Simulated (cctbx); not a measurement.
# What is wrong with this refinement?

Cell a = 9.0360 Å, b = 9.0360 Å, c = 5.1850 Å, α = 90.00°, β = 90.00°, γ = 90.00°; space group I4/mmm (no. 139).

Simulated single-crystal data (cctbx): Mo Kα, λ = 0.71073 Å, to d = 0.84 Å, 70 % of the full sphere, strongest reflection 20000 counts, noise from counting, a 6 % proportional error and a noise floor of 4 counts (s.d.); no absorption, and some extinction, which the refinements don't model.

An isotropic refinement with weights 1/σ² prints:

```text
Rint 0.049, 128 unique reflections to 0.85 A
cycle     R1     wR2    GooF  max shift (A)
   1  0.5996  0.8772  32.361   0.05864
  12  0.0152  0.0607   2.238   0.00866
final R1 0.0131 wR2 0.0368 GooF 1.359  parameters 10  data/parameter 12.8
atom        x        y        z      Ueq    occ   su(xyz)  su(Uiso or U11)
Sm1    0.00000  0.00000  0.00000   0.0034  1.000  0.00000  0.0002
Zn1    0.00000  0.65752  0.00000   0.0040  1.000  0.00006  0.0002
V1     0.25000  0.75000  0.25000   0.0051  1.000  0.00000  0.0003
Al1    0.00000  0.21859  0.50000   0.0058  1.000  0.00017  0.0004
Al2    0.23519  0.39844  0.24976   1.0000  1.000  0.00424  0.0427
difference map: max 0.49 min -0.35 rms 0.14
Q1    0.2034  0.2034  0.0000    8    0.50  1.43 A from V1
Q2    0.1756  0.1756  0.1858   16    0.48  1.01 A from V1
Q3    0.0000  0.5000  0.2500    4    0.42  1.93 A from Zn1
Q4    0.0628  0.0628  0.2433   16    0.39  1.50 A from Sm1
Q5    0.0000  0.1033  0.5000    8    0.36  1.04 A from Al1
Q6    0.0000  0.0000  0.3683    4    0.36  1.91 A from Sm1
```

Q: Accept it or mend it, and why?

Mend it. The fault: spurious atom: Al2. Against the right model at the same level, R1 goes from 0.0112 to 0.0131 and GooF from 0.90 to 1.36 and Al2 takes U = the program's ceiling. A site with no density behind it hides by a very large U or drifts. The fit had not settled when the cycles ran out.

The compound is SmAl4V4Zn4. The right model at the same level gives:

```text
Rint 0.049, 128 unique reflections to 0.85 A
cycle     R1     wR2    GooF  max shift (A)
   1  0.1305  0.3232  11.727   0.04913
   2  0.0112  0.0248   0.899   0.00000
final R1 0.0112 wR2 0.0248 GooF 0.899  parameters 6  data/parameter 21.3
atom        x        y        z      Ueq    occ   su(xyz)  su(Uiso or U11)
Sm1    0.00000  0.00000  0.00000   0.0034  1.000  0.00000  0.0002
Zn1    0.00000  0.65754  0.00000   0.0039  1.000  0.00004  0.0002
V1     0.25000  0.75000  0.25000   0.0051  1.000  0.00000  0.0002
Al1    0.00000  0.21864  0.50000   0.0057  1.000  0.00011  0.0002
difference map: max 0.47 min -0.50 rms 0.12
Q1    0.1747  0.1747  0.1912   16    0.51  1.01 A from V1
Q2    0.1009  0.3991  0.2500   16    0.40  1.67 A from Zn1
Q3    0.2013  0.2013  0.0000    8    0.36  1.44 A from V1
Q4    0.0655  0.0655  0.2440   16    0.33  1.52 A from Sm1
Q5    0.0000  0.2396  0.1307   16    0.29  1.15 A from Zn1
Q6    0.0000  0.3170  0.3215   16    0.28  1.28 A from Al1
```

The model was made for the exercise: a known structure type with other elements put in, its volume estimated, not relaxed; displacement parameters are assumed.

[Middle refinement cycles are left out of these outputs.]

[Logs are printed without paths, hosts, clocks, repeated set-up lines and the standing remarks that a program may print on its own settings, such as how far it seeks lower states.]
